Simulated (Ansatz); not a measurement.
# Changed inputs in constrained RPA: CaVO3 (Pm-3m), part 2 of 2

Wanted: the sensitivity and cost of U and J for CaVO3 (Pm-3m).

Ansatz 0.2.0; constrained RPA on LDA, plane waves, PAW.

So far. Step 5 (Changed: 2×2×2 mesh): On the V t2g shell, screening brings the on-site interaction from 17.0 eV down to U = 3.49 eV. Step 7 (Changed: accuracy high): On the V t2g shell, screening brings the on-site interaction from 16.1 eV down to U = 3.20 eV.

### 9. Changed: potentials

Contents of input.yaml:

```yaml
crystal:
  lattice:
    - [0.0, -3.830406, 0.0]
    - [0.0, 0.0, 3.830406]
    - [-3.830406, 0.0, 0.0]
  atoms:
    - { symbol: Ca, position: [0.0, 0.0, 0.0] }
    - { symbol: V, position: [0.5, 0.5, 0.5] }
    - { symbol: O, position: [0.5, 0.5, 0.0] }
    - { symbol: O, position: [0.5, 0.0, 0.5] }
    - { symbol: O, position: [0.0, 0.5, 0.5] }
kpoints:
  mp_grid: { grid: [6, 6, 6] }
hamiltonian:
  xc: lda
  pseudopotentials: { kind: paw, source: ansatz }
scf:
  occupations: { method: gaussian, width: 0.08 }
  n_extra_bands: 19
  max_iter: 150
  lower_state_search: "off"
output:
  crpa:
    kmesh: [6, 6, 6]
    target_bands: [v1, c2]
    projections: [{ species: V, l: d, shell: 3, orbitals: [dxz, dyz, dxy] }]
```

Command:

```console
$ ansatz run input.yaml --threads 4 --pin off --max-ram 14745MiB --backend cpu --events-out ev --progress --plain --runs-dir out
```

Numbers of over 12 decimals in the logs are rounded to 6 here.

The program printed:

```text
[...]
Crystal: 5 atoms, lattice volume = 56.200 Å³
Basis set: ecut = 930 eV, 3695 PW (Γ)
Bands: 40, of which v1, the nominal top of the filled ones, is band 21 counted from 1 (20 counted from 0)
Symmetry: 48 space group operations
[...]
k-points: 20 of 216
[...]
k-point 19: bands = [... 17 lower, 9.0778, 9.0778, 9.0778, 12.5542, 12.5542, 12.5542, 14.9492, 14.9492, ... 15 higher]
[...]
χ-basis size per q: N_G = 196..216
[...]
Site 1, 3D, 3 of 5 d orbitals (Wannier functions 1, 2, 3; wannier90's mr 2, 3, 5):
      screened: U = 3.1921 eV, U' = 2.3418 eV, J = 0.4076 eV
      screened, to within: U = 5.8e-3 eV, U' = 5.8e-3 eV, J = 6.7e-4 eV
      bare: V = 16.0930 eV, V' = 14.9113 eV, J = 0.5557 eV
[...]
[key lines of the parts left out:]
SCF converged after 8 iterations
Free energy (F): -6305.501493 eV
Fermi energy:    10.980146 eV
```

Wall time 6.3 min (4 threads of Arm Neoverse V1, shared host); peak memory 1.4 GiB.

This step gave:

| Item | Value |
| --- | --- |
| U | 3.192 eV |
| U prime (inter-orbital) | 2.342 eV |
| J | 0.4076 eV |
| bare V | 16.09 eV |
| bare J | 0.5557 eV |
| stated bound on U | 0.005737 eV |
| U over bare V | 0.1984 |
| electrons in the window | 1.000 |
| head of the constrained inverse dielectric matrix | 0.1660 |
| least eigenvalue of the projection's overlap | 0.7102 |
| target functions | 3 |
| bands in the sums | 46 |
| width of the target bands | 2.492 eV |
| weight of the projected orbitals in the window | 0.7797 |

On the V t2g shell, screening brings the on-site interaction from 16.1 eV down to U = 3.19 eV.

### 10. Changed: volume +6 %

The cell differs from the one that the last finished run ended in (a 3.830 → 3.906 Å, b 3.830 → 3.906 Å, c 3.830 → 3.906 Å).

input.yaml, as its differences from that of step 9:

```diff
@@ -2,5 +2,5 @@
   lattice:
-    - [0.0, -3.830406, 0.0]
-    - [0.0, 0.0, 3.830406]
-    - [-3.830406, 0.0, 0.0]
+    - [0.0, -3.9055310727, 0.0]
+    - [0.0, 0.0, 3.9055310727]
+    - [-3.9055310727, 0.0, 0.0]
   atoms:
@@ -15,3 +15,2 @@
   xc: lda
-  pseudopotentials: { kind: paw, source: ansatz }
 scf:
@@ -26 +25,6 @@
     projections: [{ species: V, l: d, shell: 3, orbitals: [dxz, dyz, dxy] }]
+  local_orbitals:
+    kmesh: [6, 6, 6]
+    orbitals: [{ species: V, l: d, shell: 3, orbitals: [dxz, dyz, dxy] }]
+    window: { bands: [v1, c2] }
+    seedname: lo
```

The program printed:

```text
[...]
Crystal: 5 atoms, lattice volume = 59.572 Å³
Basis set: ecut = 420 eV, 1189 PW (Γ)
Bands: 40, of which v1, the nominal top of the filled ones, is band 21 counted from 1 (20 counted from 0)
Symmetry: 48 space group operations
[...]
k-points: 20 of 216
[...]
k-point 19: bands = [... 17 lower, 8.2887, 8.2887, 8.2887, 11.4798, 11.4798, 11.4798, 13.9597, 13.9597, ... 15 higher]
[...]
χ-basis size per q: N_G = 203..228
[...]
Site 1, 3D, 3 of 5 d orbitals (Wannier functions 1, 2, 3; wannier90's mr 2, 3, 5):
      screened: U = 3.0897 eV, U' = 2.2361 eV, J = 0.4077 eV
      screened, to within: U = 4.7e-3 eV, U' = 4.7e-3 eV, J = 6.7e-4 eV
      bare: V = 16.1419 eV, V' = 14.9533 eV, J = 0.5584 eV
[...]
[key lines of the parts left out:]
SCF converged after 7 iterations
Free energy (F): -6304.986993 eV
Fermi energy:    10.052249 eV
```

It took 2.1 min on 4 threads; peak memory 0.73 GiB; 8 min of CPU time.

Numbers from this step:

* U: 3.090 eV
* U prime (inter-orbital): 2.236 eV
* J: 0.4077 eV
* bare V: 16.14 eV
* bare J: 0.5584 eV
* stated bound on U: 0.004604 eV
* U over bare V: 0.1914
* electrons in the window: 1.0000
* head of the constrained inverse dielectric matrix: 0.1609
* least eigenvalue of the projection's overlap: 0.7140
* target functions: 3
* bands in the sums: 46
* r.m.s. miss of the model bands: 0.003169 eV
* width of the target bands: 2.259 eV
* weight of the projected orbitals in the window: 0.7832

On the V t2g shell, screening brings the on-site interaction from 16.1 eV down to U = 3.09 eV.

### 11. Changed: potentials

This step: constrained RPA on LDA, plane waves, norm-conserving pseudopotentials.

input.yaml, the sections that differ from step 10:

```yaml
crystal:
  lattice:
    - [0.0, -3.830406, 0.0]
    - [0.0, 0.0, 3.830406]
    - [-3.830406, 0.0, 0.0]
  atoms:
    - { symbol: Ca, position: [0.0, 0.0, 0.0] }
    - { symbol: V, position: [0.5, 0.5, 0.5] }
    - { symbol: O, position: [0.5, 0.5, 0.0] }
    - { symbol: O, position: [0.5, 0.0, 0.5] }
    - { symbol: O, position: [0.0, 0.5, 0.5] }
hamiltonian:
  xc: lda
  pseudopotentials: { kind: nc }
output:
  crpa:
    kmesh: [6, 6, 6]
    target_bands: [v1, c2]
    projections: [{ species: V, l: d, shell: 3, orbitals: [dxz, dyz, dxy] }]
# kpoints, scf: as in step 10
```

The program printed:

```text
[...]
Crystal: 5 atoms, lattice volume = 56.200 Å³
Basis set: ecut = 1142.878222 eV, 4945 PW (Γ)
Bands: 40, of which v1, the nominal top of the filled ones, is band 21 counted from 1 (20 counted from 0)
Symmetry: 48 space group operations
[...]
k-points: 20 of 216
[...]
k-point 19: bands = [... 17 lower, 9.1546, 9.1546, 9.1546, 12.6664, 12.6664, 12.6664, 15.0392, 15.0392, ... 15 higher]
[...]
χ-basis size per q: N_G = 196..216
[...]
Site 1, 3D, 3 of 5 d orbitals (Wannier functions 1, 2, 3; wannier90's mr 2, 3, 5):
      screened: U = 3.2159 eV, U' = 2.3667 eV, J = 0.4075 eV
      screened, to within: U = 5.0e-3 eV, U' = 5.0e-3 eV, J = 6.7e-4 eV
      bare: V = 16.0828 eV, V' = 14.9032 eV, J = 0.5551 eV
[...]
[key lines of the parts left out:]
SCF converged after 9 iterations
Free energy (F): -4414.822470 eV
Fermi energy:    11.086253 eV
```

Elapsed: 7.4 min, on 4 threads; peak memory 1.6 GiB.

This step gave:

* U: 3.216 eV
* U prime (inter-orbital): 2.367 eV
* J: 0.4075 eV
* bare V: 16.08 eV
* bare J: 0.5551 eV
* stated bound on U: 0.004941 eV
* U over bare V: 0.2000
* electrons in the window: 1.0000
* head of the constrained inverse dielectric matrix: 0.1680
* least eigenvalue of the projection's overlap: 0.7133
* target functions: 3
* bands in the sums: 46
* width of the target bands: 2.498 eV
* weight of the projected orbitals in the window: 0.7823

On the V t2g shell, screening brings the on-site interaction from 16.1 eV down to U = 3.22 eV.

### 12. Changed: volume -6 %

This step: constrained RPA on LDA, plane waves, PAW.

The cell differs from the one that the last finished run ended in (a 3.830 → 3.752 Å, b 3.830 → 3.752 Å, c 3.830 → 3.752 Å).

input.yaml, as its differences from that of step 11:

```diff
@@ -2,5 +2,5 @@
   lattice:
-    - [0.0, -3.830406, 0.0]
-    - [0.0, 0.0, 3.830406]
-    - [-3.830406, 0.0, 0.0]
+    - [0.0, -3.7522125083, 0.0]
+    - [0.0, 0.0, 3.7522125083]
+    - [-3.7522125083, 0.0, 0.0]
   atoms:
@@ -15,3 +15,2 @@
   xc: lda
-  pseudopotentials: { kind: nc }
 scf:
@@ -26 +25,6 @@
     projections: [{ species: V, l: d, shell: 3, orbitals: [dxz, dyz, dxy] }]
+  local_orbitals:
+    kmesh: [6, 6, 6]
+    orbitals: [{ species: V, l: d, shell: 3, orbitals: [dxz, dyz, dxy] }]
+    window: { bands: [v1, c2] }
+    seedname: lo
```

The program printed:

```text
[...]
Crystal: 5 atoms, lattice volume = 52.828 Å³
Basis set: ecut = 420 eV, 1021 PW (Γ)
Bands: 40, of which v1, the nominal top of the filled ones, is band 21 counted from 1 (20 counted from 0)
Symmetry: 48 space group operations
[...]
k-points: 20 of 216
[...]
k-point 19: bands = [... 17 lower, 9.9621, 9.9621, 9.9621, 13.7591, 13.7591, 13.7591, 16.0466, 16.0466, ... 15 higher]
[...]
χ-basis size per q: N_G = 160..197
[...]
Site 1, 3D, 3 of 5 d orbitals (Wannier functions 1, 2, 3; wannier90's mr 2, 3, 5):
      screened: U = 3.2895 eV, U' = 2.4397 eV, J = 0.4080 eV
      screened, to within: U = 4.6e-3 eV, U' = 4.6e-3 eV, J = 6.5e-4 eV
      bare: V = 16.0310 eV, V' = 14.8567 eV, J = 0.5514 eV
[...]
[key lines of the parts left out:]
SCF converged after 7 iterations
Free energy (F): -6305.662511 eV
Fermi energy:    12.023147 eV
```

It took 2.3 min on 4 threads; peak memory 0.68 GiB; 8.9 min of CPU time.

This step gave:

| Property | Result |
| --- | --- |
| U | 3.289 eV |
| U prime (inter-orbital) | 2.440 eV |
| J | 0.4080 eV |
| bare V | 16.03 eV |
| bare J | 0.5514 eV |
| stated bound on U | 0.004530 eV |
| U over bare V | 0.2052 |
| electrons in the window | 1.0000 |
| head of the constrained inverse dielectric matrix | 0.1703 |
| least eigenvalue of the projection's overlap | 0.7045 |
| target functions | 3 |
| bands in the sums | 46 |
| r.m.s. miss of the model bands | 0.003887 eV |
| width of the target bands | 2.749 eV |
| weight of the projected orbitals in the window | 0.7751 |

On the V t2g shell, screening brings the on-site interaction from 16.0 eV down to U = 3.29 eV.

### 13. Changed: volume -3 %

The cell differs from the one that the last finished run ended in (a 3.752 → 3.792 Å, b 3.752 → 3.792 Å, c 3.752 → 3.792 Å).

input.yaml, as its differences from that of step 12:

```diff
@@ -2,5 +2,5 @@
   lattice:
-    - [0.0, -3.7522125083, 0.0]
-    - [0.0, 0.0, 3.7522125083]
-    - [-3.7522125083, 0.0, 0.0]
+    - [0.0, -3.7917123848, 0.0]
+    - [0.0, 0.0, 3.7917123848]
+    - [-3.7917123848, 0.0, 0.0]
   atoms:
```

The program printed:

```text
[...]
Crystal: 5 atoms, lattice volume = 54.514 Å³
Basis set: ecut = 420 eV, 1045 PW (Γ)
Bands: 40, of which v1, the nominal top of the filled ones, is band 21 counted from 1 (20 counted from 0)
Symmetry: 48 space group operations
[...]
k-points: 20 of 216
[...]
k-point 19: bands = [... 17 lower, 9.5053, 9.5053, 9.5053, 13.1370, 13.1370, 13.1370, 15.4812, 15.4812, ... 15 higher]
[...]
χ-basis size per q: N_G = 179..208
[...]
Site 1, 3D, 3 of 5 d orbitals (Wannier functions 1, 2, 3; wannier90's mr 2, 3, 5):
      screened: U = 3.2435 eV, U' = 2.3916 eV, J = 0.4085 eV
      screened, to within: U = 4.6e-3 eV, U' = 4.6e-3 eV, J = 6.5e-4 eV
      bare: V = 16.0709 eV, V' = 14.8918 eV, J = 0.5537 eV
[...]
[key lines of the parts left out:]
SCF converged after 7 iterations
Free energy (F): -6305.568579 eV
Fermi energy:    11.488382 eV
```

The job ended after 2.4 min (4 threads; peak memory 0.69 GiB; 9 min of CPU time).

Numbers from this step:

```yaml
u: 3.243 eV
u_prime_inter_orbital: 2.392 eV
j: 0.4085 eV
bare_v: 16.07 eV
bare_j: 0.5537 eV
stated_bound_on_u: 0.004528 eV
u_over_bare_v: 0.2018
electrons_in_the_window: 1.0000
head_of_the_constrained_inverse_dielectric_matrix: 0.1683
least_eigenvalue_of_the_projection_s_overlap: 0.7076
target_functions: 3
bands_in_the_sums: 46
r_m_s_miss_of_the_model_bands: 0.003663 eV
width_of_the_target_bands: 2.611 eV
weight_of_the_projected_orbitals_in_the_window: 0.7775
```

On the V t2g shell, screening brings the on-site interaction from 16.1 eV down to U = 3.24 eV.

### 14. Changed: volume +3 %

The cell differs from the one that the last finished run ended in (a 3.792 → 3.868 Å, b 3.792 → 3.868 Å, c 3.792 → 3.868 Å).

input.yaml, as its differences from that of step 13:

```diff
@@ -2,5 +2,5 @@
   lattice:
-    - [0.0, -3.7917123848, 0.0]
-    - [0.0, 0.0, 3.7917123848]
-    - [-3.7917123848, 0.0, 0.0]
+    - [0.0, -3.8683332785, 0.0]
+    - [0.0, 0.0, 3.8683332785]
+    - [-3.8683332785, 0.0, 0.0]
   atoms:
```

The program printed:

```text
[...]
Crystal: 5 atoms, lattice volume = 57.886 Å³
Basis set: ecut = 420 eV, 1141 PW (Γ)
Bands: 40, of which v1, the nominal top of the filled ones, is band 21 counted from 1 (20 counted from 0)
Symmetry: 48 space group operations
[...]
k-points: 20 of 216
[...]
k-point 19: bands = [... 17 lower, 8.6706, 8.6706, 8.6706, 12.0001, 12.0001, 12.0001, 14.4402, 14.4402, ... 15 higher]
[...]
χ-basis size per q: N_G = 196..228
[...]
Site 1, 3D, 3 of 5 d orbitals (Wannier functions 1, 2, 3; wannier90's mr 2, 3, 5):
      screened: U = 3.1430 eV, U' = 2.2893 eV, J = 0.4083 eV
      screened, to within: U = 4.6e-3 eV, U' = 4.6e-3 eV, J = 6.5e-4 eV
      bare: V = 16.1253 eV, V' = 14.9392 eV, J = 0.5572 eV
[...]
[key lines of the parts left out:]
SCF converged after 7 iterations
Free energy (F): -6305.222151 eV
Fermi energy:    10.504990 eV
```

Elapsed: 2.4 min, on 4 threads; peak memory 0.71 GiB; 9.4 min of CPU time.

This step gave:

```
U                                                 : 3.143 eV
U prime (inter-orbital)                           : 2.289 eV
J                                                 : 0.4083 eV
bare V                                            : 16.13 eV
bare J                                            : 0.5572 eV
stated bound on U                                 : 0.004528 eV
U over bare V                                     : 0.1949
electrons in the window                           : 1.000
head of the constrained inverse dielectric matrix : 0.1635
least eigenvalue of the projection's overlap      : 0.7124
target functions                                  : 3
bands in the sums                                 : 46
r.m.s. miss of the model bands                    : 0.003301 eV
width of the target bands                         : 2.367 eV
weight of the projected orbitals in the window    : 0.7816
```

On the V t2g shell, screening brings the on-site interaction from 16.1 eV down to U = 3.14 eV.

### 15. Side by side

Times are wall times on 4 threads of Arm Neoverse V1, shared host, good to a factor of about two.

| run | bare V (eV) | U (eV) | J (eV) | bound on U (eV) | width (eV) | time |
| --- | --- | --- | --- | --- | --- | --- |
| target window | 16.10 | 3.194 | 0.409 | 0.0045 | 2.48 | 2.4 min |
| 4×4×4 mesh | 16.17 | 3.200 | 0.410 | 0.0044 | 2.48 | 24 s |
| 8×8×8 mesh | 16.09 | 3.201 | 0.409 | 0.0045 | 2.48 | 9.8 min |
| 2×2×2 mesh | 16.97 | 3.491 | 0.437 | 0.0044 | 2.48 | 4.2 s |
| accuracy high | 16.10 | 3.195 | 0.409 | 0.0003 | 2.48 | 4 min |
| potentials | 16.09 | 3.192 | 0.408 | 0.0057 | 2.49 | 6.3 min |
| volume +6 % | 16.14 | 3.090 | 0.408 | 0.0046 | 2.26 | 2.1 min |
| potentials | 16.08 | 3.216 | 0.407 | 0.0049 | 2.50 | 7.4 min |
| volume -6 % | 16.03 | 3.289 | 0.408 | 0.0045 | 2.75 | 2.3 min |
| volume -3 % | 16.07 | 3.243 | 0.408 | 0.0045 | 2.61 | 2.4 min |
| volume +3 % | 16.13 | 3.143 | 0.408 | 0.0045 | 2.37 | 2.4 min |

### 16. Summary of results

| Property | Result |
| --- | --- |
| target window | U 3.19 eV, J 0.41 eV |
| 4×4×4 mesh | U 3.20 eV, J 0.41 eV |
| 8×8×8 mesh | U 3.20 eV, J 0.41 eV |
| 2×2×2 mesh | U 3.49 eV, J 0.44 eV |
| accuracy high | U 3.20 eV, J 0.41 eV |
| potentials | U 3.19 eV, J 0.41 eV |
| volume +6 % | U 3.09 eV, J 0.41 eV |
| potentials | U 3.22 eV, J 0.41 eV |
| volume -6 % | U 3.29 eV, J 0.41 eV |
| volume -3 % | U 3.24 eV, J 0.41 eV |
| volume +3 % | U 3.14 eV, J 0.41 eV |

**Reading.** 4×4×4 mesh moves U by +0.01 eV (within the solver's bounds, for the mean over orbitals) at 0.17 times the time. 8×8×8 mesh moves U by +0.01 eV (within the solver's bounds, for the mean over orbitals) at 4.2 times the time. 2×2×2 mesh moves U by +0.30 eV at 0.030 times the time. Accuracy high moves U by +0.001 eV (within the solver's bounds, for the mean over orbitals). Potentials moves U by −0.002 eV (within the solver's bounds, for the mean over orbitals) at 2.7 times the time. Volume +6 % moves U by −0.10 eV. Potentials moves U by +0.02 eV at 3.1 times the time. Volume -6 % moves U by +0.10 eV. Volume -3 % moves U by +0.05 eV. Volume +3 % moves U by −0.05 eV. The printed bound covers the solver alone, not the mesh. The parent state is non-magnetic and the interaction static (zero frequency); U depends on the window and the orbitals, so it belongs to this model alone.

[Paths, hosts, dates, memory and timing lines, banners, echoed tables and standing remarks are left out of the program output.]

[Logs are printed without paths, hosts, clocks, repeated set-up lines and the standing remarks that a program may print on its own settings, such as how far it seeks lower states.]

[Runs of the session that timed out or met a known fault of the program may be left out.]

[Hosts, paths, dates, database ids (printed as entryN), source tags and the programs' standing remarks are cut or masked in the printed files.]
